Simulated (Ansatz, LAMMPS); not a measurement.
## Forces and charges in Li+ BF4- in ethylene carbonate and dimethyl sulfoxide and propylene carbonate at 380 K (188 atoms)

Wanted: forces, charges and levels of Li+ BF4- in ethylene carbonate and dimethyl sulfoxide and propylene carbonate at 380 K (188 atoms).

Main program and level: Ansatz 0.2.0; Kohn-Sham DFT, r2SCAN+D3(BJ), PAW (set soft_2), plane waves.

## 1. The starting structure

The cell holds 188 atoms: 44 C, 34 O, 76 H, 4 S, 5 B, 20 F and 5 Li. Its edges and angles: a = 13.287 Å, b = 13.287 Å, c = 13.287 Å, α = 90.0°, β = 90.0°, γ = 90.0°. 4 ethylene carbonate, 4 dimethyl sulfoxide, 6 propylene carbonate, 5 Li+, 5 BF4- placed at random, at 1.24 g/cm³; overlaps pushed apart, then 10 ps at 550 K with stiff harmonic cages for PF6 and BF4 with UFF radii; Joung-Cheatham ions (J. Phys. Chem. B 112, 9020 (2008)); MMFF94 bonds, angles, torsions, charges and radii (Halgren, J. Comput. Chem. 17, 490 (1996)) in harmonic and 12-6 forms; charges of ions scaled by 0.8. Snapshot after 30 ps at 380 K and fixed volume.

What the set-up can't give: The network of contacts between molecules at the start is that of the classical potential that made the cell, and needn't be the one that DFT or experiment would give. The density was typed from a rule of thumb and may lie off the real one at this temperature. Sampling is at Γ alone, for a cell whose shortest periodic width is 13 Å.

## 2. The classical run that made the cell

A classical potential makes the cell, at a small fraction of what the same run would cost in DFT.

This step: classical MD, stiff harmonic cages for PF6 and BF4 with UFF radii; Joung-Cheatham ions (J. Phys. Chem. B 112, 9020 (2008)); MMFF94 bonds, angles, torsions, charges and radii (Halgren, J. Comput. Chem. 17, 490 (1996)) in harmonic and 12-6 forms; charges of ions scaled by 0.8 (LAMMPS 22 Jul 2025 - Update 4).

File in.lmp:

```
# Li+ BF4- in ethylene carbonate and dimethyl sulfoxide and propylene carbonate
units real
atom_style full
boundary p p p
bond_style harmonic
angle_style harmonic
dihedral_style opls
improper_style harmonic
special_bonds lj 0 0 0.5 coul 0 0 0.75
read_data data.lmp
neigh_modify delay 0 every 1 check yes one 4000
comm_modify cutoff 12.0
timestep 0.5
thermo_style custom step time temp pe press density
thermo_modify norm yes
# push overlapping molecules apart
pair_style soft 2.6
pair_coeff * * 0.0
variable a equal ramp(1,60)
fix ad all adapt 1 pair soft a * * v_a
velocity all create 550 706453 mom yes dist gaussian
fix lim all nve/limit 0.03
fix lan all langevin 550 550 50 706454 zero yes
thermo 1000
run 3000 post no
unfix ad
pair_style lj/cut/coul/long 9.0
pair_modify mix arithmetic tail yes
pair_coeff 1 1 0.0678 3.3680   # C
pair_coeff 2 2 0.0763 3.0430   # O
pair_coeff 3 3 0.0678 3.4070   # C
pair_coeff 4 4 0.0763 2.9870   # O
pair_coeff 5 5 0.0216 2.5400   # H
pair_coeff 6 6 0.2681 3.6400   # S
# [... 21 lines left out ...]
compute msd all msd com yes
thermo 7500
fix md all nvt temp 380 380 100
run 30000 post no
print "== T380: mean square displacement over the hold $(c_msd[4]:%.2f) A^2"
unfix md
uncompute msd
write_dump all custom T380.dump id type xs ys zs modify sort id
```

Launch:

```console
> lmp -in in.lmp -log none -nocite
```

Output:

```text
LAMMPS (22 Jul 2025 - Update 4)
Reading data file ...
  orthogonal box = (0 0 0) to (13.28698 13.28698 13.28698)
  188 atoms
  orthogonal box = (0 0 0) to (13.28698 13.28698 13.28698)
  204 bonds
  266 angles
  292 dihedrals
  10 impropers
WARNING: Bond/angle/dihedral extent > half of periodic box length
   Step          Time           Temp          PotEng         Press         Density
         0   0              550            0.38425577     5326.901       1.2359999
      1000   500            460.08226      1.6748623      12643.194      1.2359999
      2000   1000           522.81683      1.6257629      24319.326      1.2359999
      3000   1500           497.47747      1.6422172      25732.039      1.2359999
WARNING: Bond/angle/dihedral extent > half of periodic box length
Loop time of 0.323126 s on 1 MPI rank(s) for 3000 steps with 188 atoms
PPPM initialization ...
  G vector (1/distance) = 0.29753378
  grid = 8 8 8
[... 31 lines left out ...]
Loop time of 5.79563 s on 1 MPI rank(s) for 10000 steps with 188 atoms
WARNING: Bond/angle/dihedral extent > half of periodic box length
   Step          Time           Temp          PotEng         Press         Density
[... 4 lines left out ...]
WARNING: Bond/angle/dihedral extent > half of periodic box length
Loop time of 2.89063 s on 1 MPI rank(s) for 5000 steps with 188 atoms
WARNING: Bond/angle/dihedral extent > half of periodic box length
   Step          Time           Temp          PotEng         Press         Density
[... 2 lines left out ...]
     30000   29000          368.97278     -4.339945       2334.8051      1.2359999
     37500   36500          401.9783      -4.2781159     -7191.2471      1.2359999
     45000   44000          387.01921     -4.3251673     -1340.306       1.2359999
     47000   46000          398.97615     -4.3525923      4079.5802      1.2359999
WARNING: Bond/angle/dihedral extent > half of periodic box length
Loop time of 16.7866 s on 1 MPI rank(s) for 30000 steps with 188 atoms
== T380: mean square displacement over the hold 11.34 A^2
```

It took 27 s on 1 thread of Arm Neoverse V2, shared host; peak memory 0.13 GiB.

The input also reads data.lmp (atoms, bonds and types; not printed here).

## 3. Plane-wave single point

One self-consistent run at the given positions yields energy and forces.

File input.yaml:

```yaml
crystal:
  lattice:
    - [13.28698, 0.0, 0.0]
    - [0.0, 13.28698, 0.0]
    - [0.0, 0.0, 13.28698]
  atoms:
    - { symbol: C, position: [0.5904, 0.76204, 0.41221] }
    - { symbol: C, position: [0.68671, 0.79889, 0.35803] }
    - { symbol: C, position: [0.69468, 0.74695, 0.26241] }
    - { symbol: O, position: [0.75484, 0.65949, 0.28139] }
    - { symbol: C, position: [0.79595, 0.67391, 0.37669] }
    - { symbol: O, position: [0.85124, 0.61796, 0.42468] }
    - { symbol: O, position: [0.77476, 0.77207, 0.41024] }
    - { symbol: H, position: [0.51879, 0.7708, 0.36734] }
    - { symbol: H, position: [0.60558, 0.68765, 0.44495] }
    - { symbol: H, position: [0.57998, 0.81557, 0.4736] }
    - { symbol: H, position: [0.68828, 0.87798, 0.35382] }
    - { symbol: H, position: [0.61863, 0.73204, 0.23014] }
    - { symbol: H, position: [0.73898, 0.79071, 0.208] }
    - { symbol: C, position: [0.71573, 0.17322, 0.38024] }
    - { symbol: C, position: [0.74893, 0.28042, 0.38667] }
    - { symbol: C, position: [0.80421, 0.29936, 0.48306] }
    - { symbol: O, position: [0.7818, 0.40361, 0.50716] }
    - { symbol: C, position: [0.69375, 0.427, 0.46028] }
    - { symbol: O, position: [0.64361, 0.49721, 0.4862] }
    - { symbol: O, position: [0.6718, 0.3529, 0.39267] }
    - { symbol: H, position: [0.68365, 0.149, 0.44844] }
    - { symbol: H, position: [0.66471, 0.16272, 0.31469] }
    - { symbol: H, position: [0.77771, 0.12155, 0.36785] }
    - { symbol: H, position: [0.79415, 0.30834, 0.32376] }
    - { symbol: H, position: [0.76058, 0.26977, 0.5418] }
    - { symbol: H, position: [0.88586, 0.28401, 0.47832] }
    - { symbol: C, position: [0.75557, 0.8375, 0.96366] }
    - { symbol: C, position: [0.80136, 0.94569, 0.98494] }
    - { symbol: C, position: [0.75703, 0.98683, 0.07729] }
    - { symbol: O, position: [0.66145, 0.02265, 0.04255] }
    - { symbol: C, position: [0.67295, 0.03591, 0.93766] }
    - { symbol: O, position: [0.60871, 0.07445, 0.88466] }
    [... 150 atom lines left out ...]
    - { symbol: F, position: [0.00934, 0.4471, 0.43593] }
    - { symbol: Li, position: [0.11984, 0.66502, 0.25044] }
    - { symbol: Li, position: [0.92912, 0.54217, 0.52169] }
    - { symbol: Li, position: [0.57831, 0.06978, 0.74624] }
    - { symbol: Li, position: [0.39318, 0.17334, 0.64573] }
    - { symbol: Li, position: [0.00096, 0.27255, 0.20486] }
kpoints:
  mp_grid: { grid: [1, 1, 1] }
hamiltonian:
  xc: r2scan
  dispersion: d3bj
scf:
  occupations: { method: fixed }
output:
  forces: true
  stress: true
  populations: true
  dos:
    method: { smearing: { sigma: 0.08 } }
    de: 0.1
    projected: { site_lists: { B: [B], C: [C], F: [F], H: [H], Li: [Li] } }
  eigenvalues: true
  write_density: true
  write_potential: true
  volumetric_format: npy
```

Launch:

```console
> ansatz run input.yaml --threads 8 --pin off --max-ram 15872MiB --backend cpu --events-out ev --progress --plain --runs-dir out
```

Output:

```text
Warning: the engine holds no damping parameters fitted to this dispersion correction and functional, so the run takes those fitted to r2scan beside the three-body term, which d3bj leaves out (hamiltonian.dispersion, under Limitations)
Engine: ansatz 0.2.0, aarch64-unknown-linux-gnu
Pseudopotentials: kind: paw
Pseudopotential: C, paw, valence charge 4, recommended cutoff 500 eV (meta_gga), C.paw.azcp
Pseudopotential: O, paw, valence charge 6, recommended cutoff 500 eV (meta_gga), O.paw.azcp
Pseudopotential: H, paw, valence charge 1, recommended cutoff 500 eV (meta_gga), H.paw.azcp
Pseudopotential: S, paw, valence charge 6, recommended cutoff 500 eV (meta_gga), S.paw.azcp
Pseudopotential: B, paw, valence charge 3, recommended cutoff 500 eV (meta_gga), B.paw.azcp
Pseudopotential: F, paw, valence charge 7, recommended cutoff 500 eV (meta_gga), F.paw.azcp
Pseudopotential: Li, paw, valence charge 3, recommended cutoff 500 eV (meta_gga), Li.paw.azcp
[... 6 lines on functional and potentials left out ...]
Crystal: 188 atoms, lattice volume = 2345.734 Å³
Basis set: ecut = 500 eV, 59589 PW (Γ), exchange–correlation on 400×400×400 points (64 copies of the dense FFT grid, shifted against one another)
Bands: 513, of which v1, the nominal top of the filled ones, is band 325 counted from 1 (324 counted from 0)
Symmetry: 1 space group operations
Space group: P1 (ITA 1), of the structure as read, at distance tolerance 1.3e-4 Å
k-points: 1
[... 20 lines on functional and potentials left out ...]
Initial density: superposition of atomic densities (neutral atoms: chi_scale 0, normalization atom), corrected by the library's trained network
Initial wavefunctions: pseudopotential atomic-orbital guess
Functional: x = r2scan, c = r2scan; τ floored in thin density (d = 2e-4 eV/Å³)
SCF iter   1: F=—  HF=-53261.046303 eV  |F-HF|=—  |Δ(HF+E_count)|=         —  Δρ=9.71e-3  dr2=2.34e0  dr2_τ=1.53e1  ethr=1.77e-3  ⟨swp⟩=5.0  Hψ=1855  notcnv=0  defer=185
preconditioner: auto → Resta (q_TF=auto, 2.203 Å⁻¹)  ε∞=2.3  [insulator: Δε(μ)=4.603 eV  Ē_g=16.065 eV  n_scr=436 (ndim 8)  ℏωp=18.4 eV  f_vac=0.317  ε∞_Penn≈2.3]
SCF iter   2: F=—  HF=-53260.574642 eV  |F-HF|=—  |Δ(HF+E_count)|=   4.72e-1  Δρ=5.08e-3  dr2=3.34e-1  dr2_τ=8.22e-2  ethr=3.60e-4  ⟨swp⟩=3.0  Hψ=889  notcnv=0  defer=186
SCF iter   3: F=—  HF=-53260.554022 eV  |F-HF|=—  |Δ(HF+E_count)|=   2.06e-2  Δρ=2.16e-3  dr2=9.13e-2  dr2_τ=7.81e-3  ethr=5.13e-5  ⟨swp⟩=3.0  Hψ=619  notcnv=0  defer=186
SCF iter   4: F=—  HF=-53260.558303 eV  |F-HF|=—  |Δ(HF+E_count)|=   4.28e-3  Δρ=6.80e-4  dr2=1.22e-2  dr2_τ=1.50e-3  ethr=1.40e-5  ⟨swp⟩=2.0  Hψ=604  notcnv=0  defer=186
SCF iter   5: F=—  HF=-53260.561809 eV  |F-HF|=—  |Δ(HF+E_count)|=   3.51e-3  Δρ=2.58e-4  dr2=1.90e-3  dr2_τ=1.76e-4  ethr=1.87e-6  ⟨swp⟩=2.0  Hψ=868  notcnv=0  defer=186
SCF iter   6: F=—  HF=-53260.563599 eV  |F-HF|=—  |Δ(HF+E_count)|=   1.79e-3  Δρ=1.06e-4  dr2=3.23e-4  dr2_τ=3.12e-5  ethr=2.92e-7  ⟨swp⟩=2.0  Hψ=649  notcnv=0  defer=186
SCF iter   7: F=—  HF=-53260.564175 eV  |F-HF|=—  |Δ(HF+E_count)|=   5.76e-4  Δρ=5.52e-5  dr2=6.47e-5  dr2_τ=7.96e-6  ethr=4.98e-8  ⟨swp⟩=2.0  Hψ=642  notcnv=0  defer=185
SCF iter   8: F=—  HF=-53260.560642 eV  |F-HF|=—  |Δ(HF+E_count)|=   3.53e-3  Δρ=1.98e-5  dr2=9.14e-6  dr2_τ=1.03e-6  ethr=9.95e-9  ⟨swp⟩=2.0  Hψ=825  notcnv=0  defer=185
SCF iter   9: F=—  HF=-53260.560664 eV  |F-HF|=—  |Δ(HF+E_count)|=   2.18e-5  Δρ=6.78e-6  dr2=1.20e-6  dr2_τ=1.27e-7  ethr=1.41e-9  ⟨swp⟩=2.0  Hψ=640  notcnv=0  defer=185
SCF iter  10: F=—  HF=-53260.560668 eV  |F-HF|=—  |Δ(HF+E_count)|=   3.88e-6  Δρ=2.86e-6  dr2=2.13e-7  dr2_τ=2.19e-8  ethr=1.85e-10  ⟨swp⟩=2.0  Hψ=650  notcnv=0  defer=185
SCF iter  11: F=-53260.560669 eV  HF=-53260.560669 eV  |F-HF|=1.16e-7  |Δ(HF+E_count)|=   7.05e-7  Δρ=1.16e-6  dr2=3.76e-8  dr2_τ=4.02e-9  ethr=1.54e-11  ⟨swp⟩=24.0  Hψ=5477  notcnv=0
SCF 1 converged in 11 iterations: F = -53260.560669 eV  dr2 = 3.76e-8
  greatest PAW one-centre occupation: 0.999 electrons in one spin orbital (limit 2), on the Li atom at site 186 (counted from 0), in its partial waves of l = 0
WARN: The input density's exchange-correlation potential varies sharply where the density is thin. Do not read a vacuum level from v_tot or v_xc, or from such a field of the output density. On a cell that repeats whose density bears no net charge and no dipole along the vacuum's axis use v_es (v_loc + v_h of the components); [...]
SCF converged after 11 iterations
Free energy (F): -53260.560669 eV
Harris-Foulkes:  -53260.560669 eV  (|F-HF|=1.16e-7)
Internal energy: -53260.560669 eV  (E = F + TS)
E sigma→0 (E₀):  -53260.560669 eV
Fermi energy:    -0.849307 eV
--- Per-component energies (eV) ---
  E_band       = -6713.137934
  E_kinetic    = 16025.690769
  E_local      = -65256.744485  (includes V_loc(G=0)·N_el)
  E_nonlocal   = 4386.250867
  E_hartree    = 25502.805798
  E_xc         = -7389.083521
  E_vxc        = -10422.111206  (∫ρ·V_xc dr)
  E_paw        = -16944.980361  (= ΣΔE_a)
  E_vpaw       = -3133.752657  (= ΣTr[D̂ρ^β])
  E_aug_tail   = 0.018364  (compensation charges beyond the density's cutoff)
  E_vtau       = 681.899303  (kinetic-family band-sum trace: ∫τ·v_τ [+ j·A + Jᵃ·Aᵃ] dr)
  E_ewald      = -9576.798704
  E_disp       = -4.384252  (pairwise vdW)
  E_core_change = -3.335143  (= ΣΔE_core)
  E_smearing   = -0.000000  (= −TS)
  E_closure    = -0.000000  (closes the sum)
  Σ components = -53260.560669   (vs F -53260.560669, Δ=0.00e0)
--- Forces (eV/Å), atoms counted from 1 ---
  atom   1  C      0.03572464     1.46876060     0.63062908
  atom   2  C     -2.14756062    -0.11754948     1.01151244
  atom   3  C      0.05168516     0.62514934    -3.24297078
  atom   4  O      0.43166838    -0.64861490     2.80061759
  atom   5  C      1.33868815     0.73871197     0.39832757
  atom   6  O     -1.59505304     0.88800622    -1.63367856
  atom   7  O      0.68678442    -2.85601446     0.01001359
  atom   8  H      1.36131521    -0.52326549     0.29043834
  atom   9  H     -0.46182066     0.15035259    -0.26056917
  atom  10  H     -0.04945403    -0.37584491     0.29070942
  atom  11  H     -0.21425401     1.26385513    -0.40701372
  atom  12  H      1.00062799    -0.39042841     0.21482671
  atom  13  H     -0.25638765    -0.15887349    -0.04532790
  atom  14  C     -0.55380402     0.04177172    -2.06867976
[...]
atom 187  Li    -0.73034089    -0.10131067     0.14248194
  atom 188  Li     0.21464149     0.60062695     0.08294798
  max |Σ_I F_I| component: 1.87e-4 eV/Å
--- Stress (GPa, compression-positive) ---
        0.205774       0.246335      -0.194736
        0.246336       1.349254      -0.411141
       -0.194736      -0.411141      -0.107392
  P = ⅓ Tr σ = 0.4825 GPa (4.825 kbar)
--- Band table (eV) ---
  k-point 0: bands = ["-46.6265", "-45.7404", "-45.3564", "-45.2381", [... 497 levels ...], "11.0187", "11.0359", "11.0800", "11.1141", "11.1649", "11.1858", "11.1904", "11.2349", "11.2648", "11.3086", "11.3482", "11.3707"]
--- Löwdin populations: 188 sites ---
  site symbol       q [e]
     0      C      4.4800
     1      C      3.8840
     2      C      4.0433
[...]
187     Li      2.2246
  spilling = 0.012623 (of n_electrons = 650.000000)
```

It took 60 s on 8 threads of Arm Neoverse V2, shared host; peak memory 7 GiB; 7.7 min of CPU time.

The program notes that the exchange-correlation potential is rough where the density is thin. Further notices: dispersion damping borrowed.

The run gave:

```
free energy                                      : -53260.5607 eV
free energy per atom                             : -283.3009 eV/atom
SCF cycles                                       : 11
pressure                                         : 0.4825 GPa
r.m.s. force component                           : 1.147 eV/Å
longest force                                    : 5.781 eV/Å
Fermi energy                                     : -0.8493 eV
gap (highest filled to lowest empty level) : 4.407 eV
spilling of the projection                       : 0.01262
```

Length of the force by element:

```
element  coordination  atoms  mean length of the force (eV/Å)  spread  least   most
      B           all      5                             2.90    1.90  0.584   5.78
      C           all     44                             2.44    1.04  0.818   5.03
      F           all     20                             1.99   0.686  0.696   3.86
      H           all     76                             1.04   0.548  0.139   2.36
     Li           all      5                            0.516   0.155  0.354  0.751
      O           all     34                             1.96   0.913  0.553   5.12
      S           all      4                             1.89   0.957  0.951   3.32
```

Löwdin charges by element (they lack the spilled electrons, 0.044 e an atom on average):

```
element  coordination  atoms  mean charge (e)  spread   least    most
      B           all      5            0.954  0.0053   0.945   0.960
      C           all     44           0.0037   0.474  -0.650   0.780
      F           all     20           -0.406  0.0311  -0.469  -0.353
      H           all     76            0.212  0.0178   0.176   0.251
     Li           all      5            0.786  0.0174   0.762   0.812
      O           all     34           -0.396   0.167  -0.815  -0.245
      S           all      4             1.20  0.0356    1.16    1.26
```

Density of states as counts of states in windows of 1 eV (from the Fermi level), total and the larger projections:

```
from (eV)  to (eV)  total   C p   F p  H s
      -10       -9   11.4   3.0   0.0  1.0
       -9       -8   24.8   9.0   3.0  2.5
       -8       -7   32.2   8.5   6.8  3.2
       -7       -6   65.4  15.3  19.3  6.3
       -6       -5   58.9  22.4   3.6  7.9
       -5       -4   66.2  20.3  17.2  9.5
       -4       -3   73.3  15.5  29.6  7.8
       -3       -2   62.2   6.2  22.1  3.9
       -2       -1   41.6   5.4   9.8  3.1
       -1        0    8.7   1.0   0.0  0.3
        0        1    1.6   0.1   0.0  0.0
        1        4    0.0   0.0   0.0  0.0
        4        5   13.3   6.3   0.0  0.6
```

The curve was stored every 0.10 eV, coarse against its broadening of 0.08 eV, so these counts are rough.

With fixed occupations the program's Fermi level is the highest filled level; weight inside the gap is the broadening of levels at its edges.

Between -26 and -10 eV lie 191 more states.

Not all projections were asked for or kept, so they needn't add up to the total.

The levels nearest the highest filled one (over half full), pooled over k-points and spins:

```
level less the highest filled one (eV)  occupation
                                 -1.08           2
                                -0.944           2
                                -0.629           2
                                -0.317           2
                                -0.102           2
                                     0           2
                                  4.41           0
                                  4.55           0
                                  4.62           0
                                  4.74           0
                                  4.83           0
                                  4.92           0
```

[end of part 1 of 2]

[Logs are printed without paths, hosts, clocks, repeated set-up lines and the standing remarks that a program may print on its own settings, such as how far it seeks lower states.]

[Hosts, paths, dates, database ids (printed as entryN), source tags and the programs' standing remarks are cut or masked in the printed files.]

[The MMFF94 radii named for the starting cell were scaled by 0.96; in molecules described by MMFF94, hydrogen bound to N, O or S took a small fixed 12-6 site in their place.]
